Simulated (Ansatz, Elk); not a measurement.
## Bonding as seen by X-rays: Zn2GaNiSe4

Structure refinements treat a crystal as free atoms side by side. For a made-up structure of Zn2GaNiSe4 (cell and positions from a PBEsol relaxation) the runs below show what the calculated density changes in F(hkl).

Method: DFT, PBE, all-electron APW+lo, Dirac cores, scalar-relativistic bands, static density, no spin, in Elk 11.2.3 (patched build).

This account leaves out most program logs.

The structure was built from a prototype and need not be the compound's stable phase.

### 1. The structure

Symmetry: R3m, No. 160, trigonal system. Conventional cell: a = 3.900 Å, b = 3.900 Å, c = 39.475 Å, α = 90.00°, β = 90.00°, γ = 120.00°. Nearest to Se lie 3 Ni at 2.32 Å and 1 Zn at 2.40 Å. Nearest to Se lie 4 Zn at 2.39 to 2.43 Å. Nearest to Se lie 3 Zn at 2.44 Å and 1 Ga at 2.50 Å. Nearest to Se lie 1 Ni at 2.32 Å and 3 Ga at 2.52 Å. Nearest to Ga lie 4 Se at 2.50 to 2.52 Å. Nearest to Zn lie 4 Se at 2.40 to 2.43 Å. Farther neighbours and most contacts between anions are not listed.

### 2. Ground state and structure factors

An all-electron density is needed, since X-rays see the cores too. Task 0 finds the density and task 195 Fourier-transforms it; tshift is off so that phases refer to the origin typed.

Contents of elk.in:

```
tasks
  0
  195

xctype
  20

spinpol
  .false.

rgkmax
  7.0

gmaxvr
  14.0

lmaxo
  7

lmaxapw
  8

swidth
  0.002

tshift
  .false.

ramdisk
  .false.

hmaxvr
  5.5

maxscl
  120

epspot
  1e-06

sppath
  './'

avec
  3.68456292805 2.12728339836 24.86556968920
  -3.68456292805 2.12728339836 24.86556968920
  0.00000000000 -4.25456679671 24.86556968920

atoms
  4
  'Se.in'
  4
  0.3148557254 0.3148557254 0.3148557254   0.000000 0.000000 0.000000
  0.5642514461 0.5642514461 0.5642514461   0.000000 0.000000 0.000000
  0.8135456337 0.8135456337 0.8135456337   0.000000 0.000000 0.000000
  0.0545778136 0.0545778136 0.0545778136   0.000000 0.000000 0.000000
  'Ga.in'
  1
  0.7501046134 0.7501046134 0.7501046134   0.000000 0.000000 0.000000
  'Zn.in'
  2
  0.2540369315 0.2540369315 0.2540369315   0.000000 0.000000 0.000000
  0.5037666686 0.5037666686 0.5037666686   0.000000 0.000000 0.000000
  'Ni.in'
  1
  0.9959277807 0.9959277807 0.9959277807   0.000000 0.000000 0.000000

ngridk
  7 7 7
```

Started as:

```sh
OMP_NUM_THREADS=4 elk
```

The job ended after 12 min (4 threads of Arm Neoverse V1, shared host; peak memory 0.77 GiB; 44 min of CPU time).

SFACRHO.OUT:

```text

h k l indices transformed by vhmat matrix:
   1.000000000       0.000000000       0.000000000    
   0.000000000       1.000000000       0.000000000    
   0.000000000       0.000000000       1.000000000    

      h      k      l  multipl.   |H|            Re(F)            Im(F)           |F|

      0      0      0      1   0.0000000       255.00000      0.34965612E-15   255.00000    
     -1     -1     -1      1  0.25268616       6.0524591       5.1223506       7.9291069    
      1      1      1      1  0.25268616       6.0524591      -5.1223506       7.9291069    
      2      2      2      1  0.50537232       6.1620272       2.6874716       6.7225801    
     -2     -2     -2      1  0.50537232       6.1620272      -2.6874716       6.7225801    
      3      3      3      1  0.75805848      -9.4217933       4.3051045       10.358770    
     -3     -3     -3      1  0.75805848      -9.4217933      -4.3051045       10.358770    
      0      0      1      3  0.98813614      -2.0752474      -3.7915427       4.3223197    
     -1      0      0      3  0.98813614      -2.0752474       3.7915427       4.3223197    
     -1     -1      0      3  0.99884757     -0.22874973       3.9080158       3.9147048    
      1      1      0      3  0.99884757     -0.22874973      -3.9080158       3.9147048    
      4      4      4      1   1.0107446       94.340878      -103.08572       139.73856    
     -4     -4     -4      1   1.0107446       94.340878       103.08572       139.73856    
      2      1      1      3   1.0405913       103.72708       118.04848       157.14564    
     -1     -1     -2      3   1.0405913       103.72708      -118.04848       157.14564    
      1      2      2      3   1.0708317       3.8050086      -5.5366719       6.7180970    
     -2     -1     -2      3   1.0708317       3.8050086       5.5366719       6.7180970    
      2      3      2      3   1.1475835       6.8709678       3.5323569       7.7257843
```

Elk indexes on the primitive cell of elk.in and gives |H| = 4π sin θ/λ in inverse bohr. Below, one row stands for each form hkl of the conventional cell (m members, Friedel mates merged), F is for one primitive cell and the density is static (no thermal factor). Free-atom factors are Waasmaier and Kirfel's, and R is Σm||F|−|F'||/Σm|F|.

| hkl | m | sin θ/λ (Å⁻¹) | abs F, DFT | neutral atoms | diff. | abs of complex diff. |
| --- | --- | --- | --- | --- | --- | --- |
| 003 | 2 | 0.038 | 7.929 | 7.828 | +0.101 | 0.106 |
| 006 | 2 | 0.076 | 6.723 | 6.544 | +0.179 | 0.224 |
| 009 | 2 | 0.114 | 10.359 | 10.733 | -0.374 | 0.398 |
| 101 | 6 | 0.149 | 4.322 | 4.347 | -0.025 | 0.329 |
| 012 | 6 | 0.150 | 3.915 | 3.948 | -0.033 | 0.220 |
| 0 0 12 | 2 | 0.152 | 139.739 | 139.138 | +0.601 | 0.709 |
| 104 | 6 | 0.157 | 157.146 | 156.682 | +0.464 | 0.522 |
| 015 | 6 | 0.161 | 6.718 | 6.448 | +0.270 | 0.339 |
| 107 | 6 | 0.173 | 7.726 | 7.504 | +0.222 | 0.243 |
| 018 | 6 | 0.179 | 14.956 | 14.623 | +0.333 | 0.466 |
| 0 0 15 | 2 | 0.190 | 34.182 | 34.462 | -0.280 | 0.311 |
| 1 0 10 | 6 | 0.195 | 14.152 | 14.277 | -0.124 | 0.126 |
| 0 1 11 | 6 | 0.203 | 11.042 | 11.254 | -0.212 | 0.217 |
| 1 0 13 | 6 | 0.221 | 34.843 | 34.988 | -0.145 | 0.176 |
| 0 0 18 | 2 | 0.228 | 34.846 | 35.010 | -0.164 | 0.188 |
| 0 1 14 | 6 | 0.231 | 28.752 | 28.858 | -0.107 | 0.116 |
| 1 0 16 | 6 | 0.251 | 173.808 | 174.524 | -0.716 | 0.720 |
| 110 | 6 | 0.256 | 185.994 | 186.754 | -0.760 | 0.760 |
| 113 | 12 | 0.259 | 5.383 | 5.330 | +0.053 | 0.143 |
| 0 1 17 | 6 | 0.261 | 47.466 | 47.612 | -0.146 | 0.208 |
| 0 0 21 | 2 | 0.266 | 33.539 | 33.761 | -0.222 | 0.302 |
| 116 | 12 | 0.268 | 4.455 | 4.396 | +0.059 | 0.083 |

### 3. The highest occupied states alone

An energy window below the Fermi level keeps the highest occupied states, to see at which angles they scatter; shallow core shells can lie inside it and anion s states outside. No new self-consistency is needed.

elk.in, as its differences from that of step 2:

```diff
@@ -1,3 +1,2 @@
 tasks
-  0
   195
@@ -40,2 +39,5 @@
 
+wsfac
+  -0.354700 0.496540
+
 sppath
```

Started as:

```sh
OMP_NUM_THREADS=4 elk
```

Elapsed: 42 s, on 4 threads; peak memory 0.5 GiB.

States within 15 eV below the Fermi level hold 60.89 electrons; any levels below the window count with the cores, and a count that is not whole means the window cuts a band. Their amplitudes can exceed the total, where window and core parts have opposite phase:

| hkl | sin θ/λ (Å⁻¹) | abs F, window | abs F, all |
| --- | --- | --- | --- |
| 003 | 0.038 | 10.877 | 7.929 |
| 006 | 0.076 | 8.102 | 6.723 |
| 009 | 0.114 | 7.210 | 10.359 |
| 101 | 0.149 | 7.471 | 4.322 |
| 012 | 0.150 | 6.250 | 3.915 |
| 0 0 12 | 0.152 | 25.255 | 139.739 |
| 104 | 0.157 | 27.521 | 157.146 |
| 015 | 0.161 | 6.007 | 6.718 |
| 107 | 0.173 | 9.208 | 7.726 |
| 018 | 0.179 | 15.878 | 14.956 |

### 4. Another functional

The difference from free atoms is small, so it is set against the change that PBEsol makes.

elk.in, as its differences from that of step 3:

```diff
@@ -1,2 +1,3 @@
 tasks
+  0
   195
@@ -4,3 +5,3 @@
 xctype
-  20
+  22
 
@@ -39,5 +40,2 @@
 
-wsfac
-  -0.354700 0.496540
-
 sppath
```

Started as:

```sh
OMP_NUM_THREADS=4 elk
```

The job ended after 12 min (4 threads; peak memory 0.78 GiB).

Against the first run R = 0.03 %; the largest change is -0.060 at 104.

### 5. Basis size

A smaller basis shows how fast F responds to it; the change is likely larger than the basis error of the first run, but doesn't show convergence.

elk.in, as its differences from that of step 4:

```diff
@@ -5,3 +5,3 @@
 xctype
-  22
+  20
 
@@ -11,3 +11,3 @@
 rgkmax
-  7.0
+  5.5
```

Started as:

```sh
OMP_NUM_THREADS=4 elk
```

The job ended after 6.6 min (4 threads; peak memory 0.75 GiB).

Against the first run R = 0.06 %; the largest change is +0.138 at 0 2 16.

### 6. Settings against the effect

| run | R against the first run (%) | R against neutral atoms, low angle (%) | wall time |
| --- | --- | --- | --- |
| PBE, rgkmax 7 | 0.00 | 0.60 | 12 min |
| PBEsol | 0.03 | 0.61 | 12 min |
| rgkmax 5.5 | 0.06 | 0.58 | 6.6 min |

### 7. What came out

| Quantity | Value |
| --- | --- |
| R against neutral atoms, sin θ/λ < 0.3 Å⁻¹ | 0.60 % |
| R against neutral atoms, 0.3 to 0.58 Å⁻¹ | 0.21 % |

Independent neutral atoms miss the calculated amplitudes by R = 0.60 % below 0.3 Å⁻¹ and 0.21 % from there to 0.58 Å⁻¹; by shells, 1.92 % below 0.15 Å⁻¹ (4 forms), 0.59 % 0.15 to 0.3 (24 forms), 0.29 % 0.3 to 0.45 (48 forms), 0.16 % above 0.45 (73 forms). Bonding, aspherical density and the tables' own atoms all enter these figures, and the runs don't part them. The largest change of an amplitude is -0.81 electrons, at 0 1 20. R counts amplitudes alone; phases shift too. The window's part falls from 60.9 electrons at the origin to at most 7.70 between 0.45 and 0.58 Å⁻¹, where compact states inside the window still scatter. Below 0.3 Å⁻¹ the changes that finished (PBEsol and rgkmax 5.5) move F by R = 0.04 % at most, against the 0.60 % that separates it from free atoms. The k-mesh has no finished test. These runs have no spin, though d or f shells may be open. The electron count is odd, so without spin the run is a metal by force. Part of the difference isn't bonding: the tables are fits to free atoms and ions calculated by other methods than this functional. Thermal motion, anomalous dispersion and extinction are left out.

[Logs are printed without paths, hosts, clocks, repeated set-up lines and the standing remarks that a program may print on its own settings, such as how far it seeks lower states.]

[Hosts, paths, dates, database ids (printed as entryN), source tags and the programs' standing remarks are cut or masked in the printed files.]
